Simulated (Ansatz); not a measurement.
# What CaSiS3 in R-3c, a phase reached by a soft mode distorts into, part 2 of 3

Wanted: the energy along a soft mode of CaSiS3 in R-3c, a phase reached by a soft mode and the structure at the end.

Ansatz 0.2.0; DFT LDA, scalar-relativistic, plane waves, PAW; PAW set soft_1.

So far. Step 4 (The mode frozen in, largest atomic shift 0.22 Å): The run ends at a pressure of 0.72 GPa, with forces up to 0.096 eV/Å. Step 5 (Energy along the mode, all amplitudes (two of the runs …): The lowest of the steps tried is at 0.22 Å, 2.86 meV/atom below the parent; the bottom of the well need not coincide with a step.

The structure was built from a prototype and need not be the compound's stable phase.

## (6) Relaxation from the frozen mode

Starting from the lowest point found, all atoms and the cell are let go, so that strain and other modes of the same symmetry can join in.

input.yaml

```yaml
crystal:
  lattice:
    - [3.2503872302, 1.8766119423, 4.8869535632]
    - [-3.2503872302, 1.8766119423, 4.8869535632]
    - [0.0, -3.7532238846, 4.8869535632]
  atoms:
    - { symbol: Ca, position: [0.7405754334, 0.75, 0.7594245666] }
    - { symbol: Ca, position: [0.2405754334, 0.25, 0.2594245666] }
    - { symbol: Si, position: [0.4863133469, 0.4929302418, 0.5207564113] }
    - { symbol: Si, position: [-0.0207564113, 0.0070697582, 0.0136866531] }
    - { symbol: S, position: [0.1576144878, 0.75, 0.3423855122] }
    - { symbol: S, position: [0.8332602937, 0.25, 0.6667397063] }
    - { symbol: S, position: [0.3345447924, 0.1634615958, 0.7152913915] }
    - { symbol: S, position: [0.6588989866, 0.8391074017, 0.2152913915] }
    - { symbol: S, position: [0.7847086085, 0.3365384042, 0.1654552076] }
    - { symbol: S, position: [0.2847086085, 0.6608925983, 0.8411010134] }
kpoints:
  mp_grid: { grid: [6, 6, 6] }
hamiltonian:
  xc: lda
  pseudopotentials: { kind: paw, azcp: { folder: soft_1 }, xc_functional: pbe }
scf:
  occupations: { method: fixed }
output:
  forces: true
  stress: true
  eigenvalues: true
relax:
  adjacent_minimum: "off"
  f_tol: 0.002
  max_steps: 120
  cell: { stress_tol: 0.03 }
```

Started as:

```sh
ansatz run input.yaml --threads 4 --pin off --max-ram 16384MiB --backend cpu --events-out ev --progress --plain --runs-dir out
```

Numbers of over 12 decimals in the logs are rounded to 6 here.

The program printed:

```text
[...]
Crystal: 10 atoms, lattice volume = 178.854 Å³
Basis set: ecut = 420 eV, 3497 PW (Γ)
Bands: 42, of which v1, the nominal top of the filled ones, is band 32 counted from 1 (31 counted from 0)
Symmetry: 2 space group operations
[...]
k-points: 68 of 216 (time reversal used)
[...]
SCF iter   1: F=—  HF=-9994.432773 eV  |F-HF|=—  |Δ(HF+E_count)|=         —  Δρ=5.65e-2  dr2=1.32e1  ethr=3.10e-3  ⟨swp⟩=7.7  Hψ=13948  notcnv=0  defer=483
[...]
SCF iter   9: F=-9990.309148 eV  HF=-9990.309148 eV  |F-HF|=7.40e-10  |Δ(HF+E_count)|=   4.16e-8  Δρ=1.66e-6  dr2=4.27e-9  ethr=1.56e-10  ⟨swp⟩=5.0  Hψ=10259  notcnv=0
SCF 1 converged in 9 iterations: F = -9990.309148 eV  dr2 = 4.27e-9
[...]
relax step   1: F+E_penalty+E_count = -9990.30914848 eV  Δ(F+E_penalty+E_count) = +0.000e0 eV  max|allowed force component| = 7.988e-2 eV/Å  Δτ_max = 0.0000 Å  P = +0.722 GPa  Ω = 178.854 Å³  (9 SCF iters, dr2 threshold 1.00e-7 eV, accepted)
Crystal: 10 atoms, lattice volume = 180.692 Å³
Basis set: ecut = 420 eV, 3503 PW (Γ)
[...]
iter 1 solved again at ethr=1.85e-5 eV; its pass at ethr=3.10e-3 eV (dr2=1.19e-2 eV) is discarded
[...]
SCF iter   5: F=-9990.315967 eV  HF=-9990.315967 eV  |F-HF|=1.02e-8  |Δ(HF+E_count)|=   1.11e-6  Δρ=1.80e-5  dr2=4.16e-7  ethr=1.56e-9  ⟨swp⟩=16.9  Hψ=21730  notcnv=0
SCF 2 converged in 5 iterations: F = -9990.315967 eV  dr2 = 4.16e-7
relax step   2: F+E_penalty+E_count = -9990.31596693 eV  Δ(F+E_penalty+E_count) = -6.818e-3 eV  max|allowed force component| = 8.300e-2 eV/Å  Δτ_max = 0.0251 Å  P = -0.107 GPa  Ω = 180.692 Å³  energy of the carried Pulay correction = -3.525e-4 eV  (5 SCF iters, dr2 threshold 1.00e-6 eV, accepted)
Crystal: 10 atoms, lattice volume = 180.343 Å³
Basis set: ecut = 420 eV, 3495 PW (Γ)
[...]
SCF iter   5: F=-9990.318257 eV  HF=-9990.318257 eV  |F-HF|=1.17e-9  |Δ(HF+E_count)|=   7.62e-8  Δρ=4.70e-6  dr2=2.89e-8  ethr=6.73e-10  ⟨swp⟩=14.4  Hψ=19556  notcnv=0
SCF 3 converged in 5 iterations: F = -9990.318257 eV  dr2 = 2.89e-8
relax step   3: F+E_penalty+E_count = -9990.31825673 eV  Δ(F+E_penalty+E_count) = -2.290e-3 eV  max|allowed force component| = 2.067e-2 eV/Å  Δτ_max = 0.0099 Å  P = +0.028 GPa  Ω = 180.343 Å³  energy of the carried Pulay correction = -2.859e-4 eV  (5 SCF iters, dr2 threshold 4.31e-7 eV, accepted)
[...]
relax step   4: F+E_penalty+E_count = -9990.31847914 eV  Δ(F+E_penalty+E_count) = -2.224e-4 eV  max|allowed force component| = 1.631e-2 eV/Å  Δτ_max = 0.0035 Å  P = +0.019 GPa  Ω = 180.348 Å³  energy of the carried Pulay correction = -2.868e-4 eV  (5 SCF iters, dr2 threshold 2.67e-8 eV, accepted)
[...]
relax step   5: F+E_penalty+E_count = -9990.31865564 eV  Δ(F+E_penalty+E_count) = -1.765e-4 eV  max|allowed force component| = 6.890e-3 eV/Å  Δτ_max = 0.0057 Å  P = -0.002 GPa  Ω = 180.390 Å³  energy of the carried Pulay correction = -2.948e-4 eV  (5 SCF iters, dr2 threshold 1.66e-8 eV, accepted)
[...]
relax step   6: F+E_penalty+E_count = -9990.31869864 eV  Δ(F+E_penalty+E_count) = -4.300e-5 eV  max|allowed force component| = 4.329e-3 eV/Å  Δτ_max = 0.0021 Å  P = -0.001 GPa  Ω = 180.398 Å³  energy of the carried Pulay correction = -2.963e-4 eV  (5 SCF iters, dr2 threshold 3.07e-9 eV, accepted)
[...]
relax step   7: F+E_penalty+E_count = -9990.31873322 eV  Δ(F+E_penalty+E_count) = -3.459e-5 eV  max|allowed force component| = 9.421e-4 eV/Å  Δτ_max = 0.0021 Å  P = -0.000 GPa  Ω = 180.394 Å³  energy of the carried Pulay correction = -2.957e-4 eV  (6 SCF iters, dr2 threshold 1.17e-9 eV, accepted)
[...]
SCF iter   1: F=—  HF=-9990.318977 eV  |F-HF|=—  |Δ(HF+E_count)|=         —  Δρ=1.64e-5  dr2=5.09e-8  ethr=3.19e-7  ⟨swp⟩=4.1  Hψ=20444  notcnv=0  defer=544
eigensolver tolerance schedule: the retry pair's looser diagonalisation over-reported the residual by 4017.22 of it (diagonalisation noise at 0.71 of the residual, at the tolerance the schedule requests for it); recorded, not acted on — ethr = c·dr2/N_el stays at c = 1.0e-1
[...]
SCF iter   2: F=—  HF=-9990.319066 eV  |F-HF|=—  |Δ(HF+E_count)|=   8.92e-5  Δρ=8.40e-6  dr2=1.31e-8  ethr=7.95e-11  ⟨swp⟩=4.2  Hψ=7010  notcnv=0  defer=544
[...]
SCF iter   5: F=-9990.319066 eV  HF=-9990.319066 eV  |F-HF|=3.64e-12  |Δ(HF+E_count)|=  1.82e-11  Δρ=5.57e-8  dr2=4.09e-12  ethr=1.00e-12  ⟨swp⟩=18.3  Hψ=21142  notcnv=0
SCF 8 converged in 5 iterations: F = -9990.319066 eV  dr2 = 4.09e-12
relax step   8: F+E_penalty+E_count = -9990.31906628 eV  Δ(F+E_penalty+E_count) = -3.331e-4 eV  max|allowed force component| = 9.508e-4 eV/Å  Δτ_max = 0.0000 Å  P = +0.001 GPa  Ω = 180.394 Å³  stress off target by 3.62e-3 GPa  SCF on the basis re-selected at this cell (its energy is not comparable with the rows above)  (5 SCF iters)
basis re-selected at this cell: Δ(F+E_penalty+E_count) = -3.331e-4 eV, ΔP = +0.001 GPa vs the last step (what re-selecting the basis moved, of the pressure what is left beyond the Pulay correction that the steps carried, after the strain that the cell walked since its last selection, with what the two solves' SCF thresholds leave and, on support functions, any second-order correction that the steps lacked; it is no m [...]
SCF converged after 5 iterations
Free energy (F): -9990.319066 eV
[...]
Internal energy: -9990.319066 eV  (E = F + TS)
E sigma→0 (E₀):  -9990.319066 eV
Fermi energy:    7.814232 eV
[...]
--- Forces (eV/Å), atoms counted from 1 ---
  atom   1  Ca    -0.00049401    -0.00085566     0.00000000
  atom   2  Ca    -0.00026058    -0.00045133     0.00000000
  atom   3  Si     0.00039153     0.00095072    -0.00059316
  atom   4  Si     0.00062758     0.00081444     0.00059316
  atom   5  S     -0.00024150    -0.00041828     0.00000000
  atom   6  S     -0.00032884    -0.00056956     0.00000000
  atom   7  S      0.00050210    -0.00006113    -0.00016312
  atom   8  S     -0.00017236     0.00022327    -0.00014519
  atom   9  S     -0.00030399     0.00040427     0.00016312
  atom  10  S      0.00027953    -0.00003763     0.00014519
  max |Σ_I F_I| component: 9.10e-7 eV/Å
--- Stress (GPa, compression-positive) ---
       -0.001731       0.002698       0.001259
        0.002698       0.001384      -0.000727
        0.001259      -0.000727       0.002659
  P = ⅓ Tr σ = 0.0008 GPa (0.008 kbar)
--- Band table (eV; the first three rows and the last of 68) ---
  k-point 0: bands = [... 28 lower, 7.0835, 7.2890, 7.4839, 7.8142, 8.8089, 10.6086, 10.9578, 11.1450, ... 6 higher]
  k-point 1: bands = [... 28 lower, 7.0661, 7.3068, 7.5263, 7.7041, 8.7858, 10.4992, 10.9455, 11.1385, ... 6 higher]
  k-point 2: bands = [... 28 lower, 6.9273, 7.2250, 7.4823, 7.6383, 8.7419, 9.6910, 11.3098, 11.5362, ... 6 higher]
  k-point 67: bands = [... 28 lower, 6.7339, 6.7394, 6.8088, 6.8119, 9.0069, 9.0693, 11.7996, 11.8873, ... 6 higher]
--- Relaxed structure (7 steps of the walk, 7 accepted, 1 SCFs on fresh bases) ---
  F+E_penalty+E_count = -9990.31906628 eV   max|allowed force component| = 9.508e-4 eV/Å   (the final SCF, on the basis selected at the relaxed cell)
  cell:  # Å, volume = 180.3944 Å³
    - [3.272351, 1.872747, 4.936032]
    - [-3.223283, 1.860963, 4.907921]
    - [0.014329, -3.770313, 4.936032]
  atoms:
    - { symbol: Ca, position: [0.743271, 0.750000, 0.756729] }
    - { symbol: Ca, position: [0.238153, 0.250000, 0.261847] }
    - { symbol: Si, position: [0.486570, 0.492907, 0.520410] }
    - { symbol: Si, position: [-0.020410, 0.00709255, 0.013430] }
    - { symbol: S, position: [0.160105, 0.750000, 0.339895] }
    - { symbol: S, position: [0.830501, 0.250000, 0.669499] }
    - { symbol: S, position: [0.335487, 0.162938, 0.713400] }
    - { symbol: S, position: [0.658296, 0.840527, 0.218128] }
    - { symbol: S, position: [0.786600, 0.337062, 0.164513] }
    - { symbol: S, position: [0.281872, 0.659473, 0.841704] }
```

Wall time 1.8 min (4 threads of Arm Neoverse V1, shared host); peak memory 0.71 GiB.

Step by step:

```csv
step,energy less that of the first step (eV),largest force component (eV/Å),pressure (GPa),volume (Å³)
1,0.0000,0.0799,0.72,178.85
2,-0.0068,0.0830,-0.11,180.69
3,-0.0091,0.0207,0.03,180.34
4,-0.0093,0.0163,0.02,180.35
5,-0.0095,0.0069,0.00,180.39
6,-0.0096,0.0043,0.00,180.40
7,-0.0096,0.0009,0.00,180.39
8*,-0.0099,0.0010,0.00,180.39
```

Relaxation steps marked * repeat the geometry before them on a plane-wave basis chosen anew for their cell, so energy and pressure can jump there.

The run keeps the 2 symmetry operations that it works with, so distortions that break them were not tested.

```csv
cell as run,before,after,change
a (Å),6.162,6.211,+0.8 %
b (Å),6.162,6.160,-0.0 %
c (Å),6.162,6.211,+0.8 %
α (°),63.67,63.35,-0.5 %
β (°),63.67,63.27,-0.6 %
γ (°),63.67,63.35,-0.5 %
volume (Å³/atom),17.89,18.04,+0.9 %
```

The atoms that moved most (Å, as changes of fractional coordinates times the final cell):

```csv
atom,dx,dy,dz,length
S10,-0.005,-0.010,-0.018,0.021
S8,-0.007,-0.009,0.018,0.021
S6,-0.009,-0.016,0.000,0.018
Ca1,0.009,0.015,0.000,0.018
S5,0.008,0.014,0.000,0.016
Ca2,-0.008,-0.014,0.000,0.016
S7,0.005,0.008,-0.007,0.012
S9,0.004,0.008,0.007,0.012
```

Numbers from this step:

| Item | Value |
| --- | --- |
| pressure | 7.71e-4 GPa |
| gap on the k-mesh | 0.7925 eV |
| volume per atom | 18.04 Å³ |

The distorted start has space group C2; the relaxation ends in C2.

## (7) The new phase in its own primitive cell

The relaxed structure is symmetrised, reduced to its primitive cell and relaxed tightly, as its phonons need.

input.yaml

```yaml
crystal:
  lattice:
    - [5.2882104354, -3.2580226166, 0.0]
    - [5.2882104354, 3.2580226166, 0.0]
    - [-3.2455320238, 0.0, 5.2351644649]
  atoms:
    - { symbol: Ca, position: [0.7432708749, 0.2567291251, 0.5] }
    - { symbol: Ca, position: [0.2381530719, 0.7618469281, 0.0] }
    - { symbol: Si, position: [0.9795899392, 0.5134303587, 0.2429074458] }
    - { symbol: Si, position: [0.4865696413, 0.0204100608, 0.7570925542] }
    - { symbol: S, position: [0.1601051446, 0.8398948554, 0.5] }
    - { symbol: S, position: [0.8305007048, 0.1694992952, 0.0] }
    - { symbol: S, position: [0.7866003094, 0.6645133131, 0.9129375935] }
    - { symbol: S, position: [0.281871674, 0.341704467, 0.5905269293] }
    - { symbol: S, position: [0.3354866869, 0.2133996906, 0.0870624065] }
    - { symbol: S, position: [0.658295533, 0.718128326, 0.4094730707] }
kpoints:
  mp_grid: { grid: [6, 6, 6] }
hamiltonian:
  xc: lda
  pseudopotentials: { kind: paw, azcp: { folder: soft_1 }, xc_functional: pbe }
scf:
  occupations: { method: fixed }
output:
  forces: true
  stress: true
  eigenvalues: true
relax:
  adjacent_minimum: "off"
  f_tol: 0.001
  max_steps: 60
  cell: { stress_tol: 0.01 }
```

The program printed:

```text
[...]
Crystal: 10 atoms, lattice volume = 180.394 Å³
Basis set: ecut = 420 eV, 3499 PW (Γ)
Bands: 42, of which v1, the nominal top of the filled ones, is band 32 counted from 1 (31 counted from 0)
Symmetry: 2 space group operations
[...]
k-points: 68 of 216 (time reversal used)
[...]
- { symbol: Si, position: [0.979621, 0.513416, 0.242914] }
    - { symbol: Si, position: [0.486584, 0.020379, 0.757086] }
    - { symbol: S, position: [0.160087, 0.839913, 0.500000] }
    - { symbol: S, position: [0.830477, 0.169523, 0] }
    - { symbol: S, position: [0.786629, 0.664504, 0.912937] }
    - { symbol: S, position: [0.281901, 0.341700, 0.590549] }
    - { symbol: S, position: [0.335496, 0.213371, 0.087063] }
    - { symbol: S, position: [0.658300, 0.718099, 0.409451] }
[key lines of the parts left out:]
SCF converged after 5 iterations
Free energy (F): -9990.319067 eV
Fermi energy:    7.813587 eV
P = ⅓ Tr σ = 0.0004 GPa (0.004 kbar)
```

Run time: 57 s. Hardware: 4 threads; peak memory 0.71 GiB.

Little changed from the start: no atom moved by 0.005 Å and no cell edge by 0.1 %.

This step gave:

```yaml
pressure: 4.01e-4 GPa
gap_on_the_k_mesh: 0.7926 eV
direct_gap_on_mesh: 0.8911 eV
```

The largest force component left is 0.71 meV/Å and the pressure is 0.000 GPa, within the tolerances set. The cell now holds 18.04 Å³/atom.

[end of part 2 of 3]

[Logs are printed without paths, hosts, clocks, repeated set-up lines and the standing remarks that a program may print on its own settings, such as how far it seeks lower states.]

[Hosts, paths, dates, database ids (printed as entryN), source tags and the programs' standing remarks are cut or masked in the printed files.]
